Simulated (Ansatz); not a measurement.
# The 1T-PtSe2 bilayer (AA) under a gate, part 2 of 2

How does the 1T-PtSe2 bilayer (AA) take up charge from its gate?

Ansatz 0.2.0; plane-wave DFT, PBE-D3(BJ), Ansatz PAW (set soft_1); PAW set soft_1.

So far. Step 9 (Gated layer, added electrons -3×10¹³ per cm²): Against the uncharged case this takes -2.28 V.

## (10) Gated layer, added electrons -6×10¹³ per cm² (continued)

The density of states has structure finer than the step of the table below, so its rows give means over 0.1 eV, whole bins alone (the curve runs from -3 to 2 eV). Peaks (eV: height): -2.17: 10.8, -1.83: 9.78, -1.69: 11.6, -0.86: 8.28, 1.65: 8.99, 1.71: 8.42, 1.76: 8.13.

Density of states against energy, zero at the Fermi level; means over each step:

```csv
energy (eV),density of states (states/eV a cell)
-2.9,4.93
-2.8,5.31
-2.7,3.96
-2.6,3.77
-2.5,4.12
-2.4,4.27
-2.3,4.33
-2.2,7.11
-2.1,5.54
-2.0,4.05
-1.9,4.85
-1.8,7.72
-1.7,6.49
-1.6,4.27
-1.5,5.46
-1.4,5.35
-1.3,6.71
-1.2,4.33
-1.1,2.88
-1.0,4.28
-0.9,5.32
-0.8,1.42
-0.7,1.62
-0.6,1.65
-0.5,0.822
-0.4,0.535
-0.3,0.427
-0.2,0.445
-0.1,0.563
0.0,1.03
0.1,0.131
0.2,0
0.3,0.504
0.4,2.82
0.5,5.25
0.6,3.63
0.7,2.42
0.8,2.67
0.9,4.57
1.0,4.42
1.1,4.11
1.2,4.62
1.3,6.13
1.4,4.60
1.5,6.05
1.6,5.46
1.7,6.96
1.8,6.06
1.9,3.92
```

Against the uncharged case this takes -4.51 V.

## (11) Gated layer, added electrons -10×10¹³ per cm²

Contents of input.yaml:

```yaml
crystal:
  lattice:
    - [3.7352880158, 0.0, 0.0]
    - [-1.8676440079, 3.2348543121, 0.0]
    - [0.0, 0.0, 45.1783853776]
  atoms:
    - { symbol: Se, position: [0.6666666667, 0.3333333333, 0.4161281959] }
    - { symbol: Pt, position: [0.0, 0.0, 0.445365766] }
    - { symbol: Se, position: [0.3333333333, 0.6666666667, 0.4738817277] }
    - { symbol: Se, position: [0.6666666667, 0.3333333333, 0.5261182723] }
    - { symbol: Pt, position: [0.0, 0.0, 0.554634234] }
    - { symbol: Se, position: [0.3333333333, 0.6666666667, 0.5838718041] }
  periodic: [true, true, false]
  symmetry: { detect: true }
total_charge: 0.120831
kpoints:
  mp_grid: { grid: [42, 42, 1] }
  band_path:
    path: [[0, 0, 0], [0.5, 0, 0], [0.33333333, 0.33333333, 0], [0, 0, 0]]
    npoints: 16
hamiltonian:
  xc: pbe
  dispersion: d3bj
  pseudopotentials: { kind: paw, azcp: { folder: soft_1 } }
scf:
  occupations: { method: fermi_dirac, width: 0.02585 }
  convergence: { dr2_threshold: 1.0e-10 }
output:
  forces: true
  eigenvalues: true
  dos: { projected: true, e_range: [-3, 3], de: 0.01 }
  write_potential: true
  write_density: true
  volumetric_format: npy
  elf: true
external_charges:
  - { charge: 0, barrier: 10, axis: 3, height: 29.878, sigma: 0.25 }
  - { charge: -0.120831, axis: 3, height: 31.378, sigma: 0.5 }
```

Command:

```bash
$ ansatz run input.yaml --threads 4 --pin off --max-ram 16384MiB --backend cpu --events-out ev --progress --plain --runs-dir out
```

Wall time 5.9 min (4 threads of AMD EPYC 7R13 (Zen 3), shared host); peak memory 3.5 GiB; 23 min of CPU time.

Against the uncharged case this takes -7.52 V.

## (12) The series together

This step: plane-wave DFT, PBE-D3(BJ), Ansatz PAW (set soft_1); charging by gates; PAW set soft_1 (Ansatz 0.2.0).

The potential behind each gate is read from every run and counted from the uncharged case.

Voltage on the gate against the layer's Fermi level, from the uncharged case. The gate voltage by added electrons:

```csv
added electrons (10¹³ per cm²),gate voltage (V)
-10.00,-7.52
-6.00,-4.51
-3.00,-2.28
-1.00,-0.800
0.00,0
1.00,0.791
3.00,2.23
6.00,4.31
10.00,6.97
```

Charge step over voltage step between neighbouring densities. Total capacitance against added electrons:

```csv
added electrons (10¹³ per cm²),total capacitance (µF/cm²)
-8.00,2.13
-4.50,2.16
-2.00,2.16
-0.50,2.00
0.50,2.03
2.00,2.23
4.50,2.31
8.00,2.41
```

Work function of the face away from the gate. The work function of the far face by added electrons:

```csv
added electrons (1e13 /cm²),work function of the far face (eV)
-10.00,4.81
-6.00,4.79
-3.00,4.77
-1.00,4.75
0.00,4.67
1.00,4.60
3.00,4.59
6.00,4.60
10.00,4.62
```

By hand: 10¹³ electrons per cm² are 0.001 e/Å², which by Gauss's law end a field of 0.181 V/Å. At 10×10¹³ holes per cm² the field towards a gate is 1.810 V/Å, which over the 5 Å from the outer atoms would drop 9.05 V; the run needs 7.52 V.

## (13) A changed input

This step: plane-wave DFT, PBE-D3(BJ), Ansatz PAW (Ansatz 0.2.0).

An input spoilt on purpose, to show how the run answers: it repeats the earlier run at 1 × 10¹³ added electrons per cm² with kpoints.mp_grid.grid from [42, 42, 1] to [0, 42, 1], and scf.max_iter set to 60.

input.yaml, the sections that differ from step 11:

```yaml
total_charge: -0.012083
kpoints:
  mp_grid: { grid: [0, 42, 1] }
  band_path:
    path: [[0, 0, 0], [0.5, 0, 0], [0.33333333, 0.33333333, 0], [0, 0, 0]]
    npoints: 16
scf:
  occupations: { method: fermi_dirac, width: 0.02585 }
  convergence: { dr2_threshold: 1.0e-10 }
  max_iter: 60
output:
  forces: true
  eigenvalues: true
  write_potential: true
  write_density: true
  volumetric_format: npy
external_charges:
  - { charge: 0, barrier: 10, axis: 3, height: 29.878, sigma: 0.25 }
  - { charge: 0.012083, axis: 3, height: 31.378, sigma: 0.5 }
# crystal, hamiltonian: as in step 11
```

Wall time 0.08 s (4 threads); peak memory 0.079 GiB.

The program refused the input before any cycle.

The program's message: “Error: invalid value for `kpoints.mp_grid.grid`: each dimension must be in 1..=255”

The fault put into the input: a zero in the mesh.

## (14) Varying the input

This step: plane-wave DFT, PBE-D3(BJ), Ansatz PAW (set soft_1) (Ansatz 0.2.0).

An input spoilt on purpose, to show how the run answers: it repeats the earlier run at 1 × 10¹³ added electrons per cm² with total_charge from -0.012083 to 0.5, and scf.max_iter set to 50.

Changes to input.yaml since step 13:

```diff
@@ -14,5 +14,5 @@
   symmetry: { detect: true }
-total_charge: -0.012083
+total_charge: 0.5
 kpoints:
-  mp_grid: { grid: [0, 42, 1] }
+  mp_grid: { grid: [42, 42, 1] }
   band_path:
@@ -27,3 +27,3 @@
   convergence: { dr2_threshold: 1.0e-10 }
-  max_iter: 60
+  max_iter: 50
 output:
```

The job ended after 6 min (4 threads; peak memory 3.5 GiB; 24 min of CPU time).

```csv
quantity,this run,earlier run,difference
"potential beyond the upper barrier and gate, less the barrier, from the Fermi level (eV)",29.62,3.839,26
```

It moves by +25.8 eV.

The fault (a charge far larger than the gates balance) shows in the results, which are not taken further.

## (15) Summary of results

| Item | Value |
| --- | --- |
| gap with uncharged gates | 0.212 eV |
| gate voltage at 10×10¹³ holes per cm² | -7.52 V |
| gate voltage at 10×10¹³ electrons per cm² | +6.97 V |
| total capacitance near 8×10¹³ holes per cm² | 2.13 µF/cm² |

**Reading.** Putting 10×10¹³ holes per cm² on the layer takes -7.52 V on the gate; how far the Fermi level moves against the bands is taken for single layers without spin and with an even electron count alone. Plates 5 Å apart would give 1.77 µF/cm² in vacuum; the computed total runs from 2.0 to 2.41 µF/cm². A value over that of the plates means that the screening charge has its centre outside the outer atoms; a low density of states works the other way. Few carriers sample few k-points, so the slopes at the lowest densities depend on the mesh and on the temperature. The gates are charged sheets behind model barriers, not atoms. Spin-orbit coupling is left out, which matters for the bands of elements this heavy. After relaxation neighbouring layers come as close as 2.4 Å along the normal, so they are bonded in part and no longer a van der Waals stack.

[Logs are printed without paths, hosts, clocks, repeated set-up lines and the standing remarks that a program may print on its own settings, such as how far it seeks lower states.]

[Hosts, paths, dates, database ids (printed as entryN), source tags and the programs' standing remarks are cut or masked in the printed files.]

[Maps of the electrostatic potential energy from Ansatz leave out the sawtooth potential of an applied field or a dipole correction, so their vacuum need not be flat; planar profiles and work functions include it.]

[The density of states shown here was stored with 400 of the rows of the run's finer table, so its peaks can read low, often by over a quarter, or be missed, and its means over a window can be off by a tenth or more.]
